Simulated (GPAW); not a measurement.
# Near-edge structure at the Mg K edge of LiMg (P-6m2), part 2 of 2

Aim: the near-edge shape at the Mg K edge of LiMg (P-6m2), and what the core hole does to it.

GPAW 26.7.0; X-ray absorption from dipole matrix elements to empty bands, plane-wave PAW LDA.

So far. Step 5 (Spectrum with XCH, Mg atom 1): The total-energy difference is 1307.25 eV. One term is added: -12.89 eV, since the hole is spin-paired here and a spin-polarised one costs that much less in the free atom (computed apart). The photon energy is then 1294.36 eV. The tabulated edge of the element is 1303 eV. The functional leaves an error in such absolute values: in the free atom LDA prices this hole 6.5 eV below PBE (computed apart), and PBE is itself good to a few eV.

## 8. Spectrum with XCH, Mg atom 1

A smaller cell brings the holes closer; here they are 3.1 Å apart.

Changed against the first core-hole run: supercell atoms from 16 to 4; the field's mesh follows (4×4×4 to 9×9×3).

The input, xas.py:

```python
import numpy as np
from ase import Atoms
from ase.parallel import parprint, paropen
from gpaw import GPAW, PW, FermiDirac, Mixer, MixerDif, setup_paths
from gpaw.test import gen
setup_paths.insert(0, '.')
gen('Mg', name='fch1s', xcname='LDA', corehole=(1, 0, 1), write_xml=True)
from gpaw.mpi import world
world.barrier()

atoms = Atoms('Mg2Li2',
    cell=[[1.55424876, -2.69203782, 0],
     [-1.55424876, -2.69203782, 0],
     [0, 0, -10.05093536]],
    scaled_positions=[[0.33333333, 0.33333333, 0.75],
     [0.33333333, 0.33333333, 0.25],
     [0, 0, 0],
     [0, 0, 0.5]],
    pbc=True)
atoms.calc = calc = GPAW(legacy_gpaw=True, mode=PW(500), xc='LDA', setups={0: 'fch1s'},
    kpts={'size': (9, 9, 3), 'gamma': True}, occupations=FermiDirac(0.1),
    charge=-1, mixer=Mixer(0.1, 5, 50), maxiter=150,
    convergence={'density': 0.0001}, txt='scf.txt')
energy = atoms.get_potential_energy() + calc.get_reference_energy()
ef = calc.get_fermi_level()
out = dict(energy=energy, fermi=ef, forces=atoms.get_forces().tolist())
parprint(f'all-electron energy {energy:.4f} eV, Fermi level {ef:.4f} eV')
ev = np.array([[calc.get_eigenvalues(k, s) for k in range(len(calc.get_ibz_k_points()))] for s in range(calc.get_number_of_spins())])
out['homo'], out['lumo'], out['counts'] = ev[ev < ef].max(), ev[ev > ef].min(), sorted(set((ev < ef).sum((0, 2)).tolist()))
out['filled'] = (ev[:, 0] < ef).sum(1).tolist()

from ase.units import Ha
from gpaw.xas import dipole_matrix_elements
nb = int(calc.get_number_of_electrons() / 2) + 53
top, nb = nb, nb + 8 + nb // 12
nscf = calc.fixed_density(kpts={'size': (11, 11, 3), 'gamma': True}, nbands=nb,
    convergence={'bands': top, 'eigenstates': 1e-5}, maxiter=60, txt='nscf.txt')
cell = atoms.cell.array
ops = [cell.T @ U.T @ np.linalg.inv(cell.T) for U in nscf.wfs.kd.symmetry.op_scc]
E = np.arange(-6, 34, 0.1)
fwhm = np.interp(E, [4, 25], [0.9, 3.5])
Y, X, zero, highest = 0, 0, 1e9, 1e9
for spin in range(nscf.get_number_of_spins()):
    wfs = nscf.wfs
    A = dipole_matrix_elements(wfs.setups[0])
    eps = np.zeros((wfs.kd.nibzkpts, nb))
    d = np.zeros((3, A.shape[1], wfs.kd.nibzkpts, nb), complex)
    for kpt in wfs.kpt_u:
        if kpt.s == spin and 0 in kpt.P_ani:
            eps[kpt.k] = kpt.eps_n * Ha
            d[:, :, kpt.k] = (kpt.weight * wfs.nspins / 2) ** 0.5 * np.inner(A, kpt.P_ani[0])
    world.sum(eps)
    world.sum(d)
    T = np.einsum('amkn,bmkn->abkn', d, d.conj()).real
    T = sum(np.einsum('ai,ijkn,bj->abkn', R, T, R) for R in ops) / len(ops)
    empty = eps > ef
    zero, highest = min(zero, eps[empty].min()), min(highest, eps[:, top - 1].min())
    lines = [(eps, T, empty)] if spin == 0 else lines + [(eps, T, empty)]
for eps, T, empty in lines:
    f = np.einsum('aakn->akn', T).reshape(3, -1)
    x = eps.ravel() - zero
    w = np.interp(x, E, fwhm) / 2.35482
    g = np.exp(-0.5 * ((E[:, None] - x) / w) ** 2) / (w * (2 * np.pi) ** 0.5)
    Y = Y + (f * empty.ravel()) @ g.T
    X = X + (f * ~empty.ravel()) @ g.T
out.update(E=E.round(2).tolist(), xas=Y.tolist(), xes=X.tolist(), zero=zero, valid=highest - zero, nk=len(eps), nb=nb)
for i in range(0, len(E), 10):
    parprint(f'{E[i]:7.2f}', *(f'{v:10.3e}' for v in Y[:, i]))
import json
with paropen('out.json', 'w') as f:
    json.dump(out, f)
```

The run is started by

```
$ OMP_NUM_THREADS=1 mpirun -n 4 gpaw python xas.py
```

The job ended after 31 s (4 MPI ranks of Arm Neoverse V2, shared host; peak memory 0.26 GiB).

These settings depart from the first run's and aren't meant as converged.

The scaled spectrum changes by 15 % r.m.s. Another feature, at 6.1 eV (1.54), becomes the highest below 16 eV; the one at 10.0 eV (1.36) is now at 10.2 eV (1.44).

```
E (eV)  first run  this run
  -2.0       0.00      0.00
  -0.5       0.08      0.12
   1.0       0.85      0.80
   2.5       0.98      1.12
   4.0       1.01      1.09
   5.5       1.04      1.36
   7.0       1.21      1.31
   8.5       1.28      1.08
  10.0       1.36      1.43
  11.5       1.16      1.17
  13.0       1.13      1.06
  14.5       1.02      0.91
  16.0       0.84      0.74
  17.5       0.69      0.60
  19.0       0.59      0.51
  20.5       0.59      0.46
  22.0       0.64      0.53
  23.5       0.67      0.61
  25.0       0.62      0.65
  26.5       0.59      0.75
  28.0       0.68      0.91
  29.5       0.84      0.94
  31.0       0.89      0.87
```

## 9. What the core hole does

Both curves are counted from their own zero, so only the shift of weight within the empty states shows.

```
E (eV)  no hole   XCH
  -2.0     0.00  0.00
  -1.0     0.00  0.00
   0.0     0.49  0.42
   1.0     0.56  0.85
   2.0     0.74  0.96
   3.0     0.76  0.91
   4.0     0.66  1.01
   5.0     0.83  1.03
   6.0     0.79  1.12
   7.0     0.90  1.21
   8.0     1.02  1.33
   9.0     1.06  1.27
  10.0     1.23  1.36
  11.0     1.33  1.24
  12.0     1.29  1.11
  13.0     1.28  1.13
  14.0     1.32  1.07
  15.0     1.34  0.96
  16.0     1.23  0.84
  17.0     1.09  0.74
  18.0     0.97  0.65
  19.0     0.84  0.59
  20.0     0.75  0.58
  21.0     0.72  0.60
  22.0     0.72  0.64
  23.0     0.72  0.67
  24.0     0.72  0.66
  25.0     0.70  0.62
  26.0     0.66  0.59
  27.0     0.62  0.61
  28.0     0.63  0.68
  29.0     0.70  0.79
  30.0     0.80  0.87
  31.0     0.88  0.89
  32.0     0.91  0.85
```

With each curve scaled to its own mean, the area from −2 to 6 eV with the hole is 5.7 against 4.4, and the centre of weight from −1 to 20 eV moves by -1.2 eV: the hole pulls the absorber's empty states down.

## 10. Outcome

```yaml
absorber_and_edge: Mg K, atom 1 of the ground-state input (counted from 1)
surroundings: 6 Li at 3.09 Å and 6 Mg at 3.11 Å (anticuboctahedral, as in hcp, site symmetry -6m2)
highest_intensity_below_16_ev: 10.0 eV above the zero, height 1.36
photon_energy_of_the_zero_with_the_added_terms: 1294.4 eV (raw 1307.3 eV; LDA puts this hole about 6 eV below PBE, itself good to a few eV)
```

**Reading.** The Mg K edge of atom 1, with 6 Li at 3.09 Å and 6 Mg at 3.11 Å (anticuboctahedral, as in hcp, site symmetry -6m2), has its highest intensity of the first 16 eV at 10.0 eV above the zero, near 1304 eV in photon energy (LDA puts this hole about 6 eV below PBE, itself good to a few eV), 1.4 times the mean level of the first 20 eV (Gaussian full width 0.9 eV up to 4 eV, rising linearly to 3.5 eV at 25 eV). With each curve scaled to its own mean, the area from −2 to 6 eV with the hole is 5.7 against 4.4, and the centre of weight from −1 to 20 eV moves by -1.2 eV: the hole pulls the absorber's empty states down. Changing the core hole to FCH alters the shape by 1 % r.m.s., so the result is insensitive to this choice. A cell with holes 3.1 Å apart changes the curve by 15 % r.m.s. (14 % after the best shift). At the Mg K edge of atom 1 polarisation matters most near 9.9 eV, where the curves differ by 0.7 on this scale. The structure is a computed Materials Project entry and may be a hypothetical form.

[Logs are printed without paths, hosts, clocks, repeated set-up lines and the standing remarks that a program may print on its own settings, such as how far it seeks lower states.]

[Hosts, paths, dates, database ids (printed as entryN), source tags and the programs' standing remarks are cut or masked in the printed files.]

[Lists of maxima count a maximum above −3 eV only where it reaches 4 % of the highest in the window and stands out from its surroundings by 2 % of it (1.5 % where it reaches 55 %); shoulders and weaker maxima are passed over, and of the rest the first, up to two pre-edge ones and the few strongest are named.]
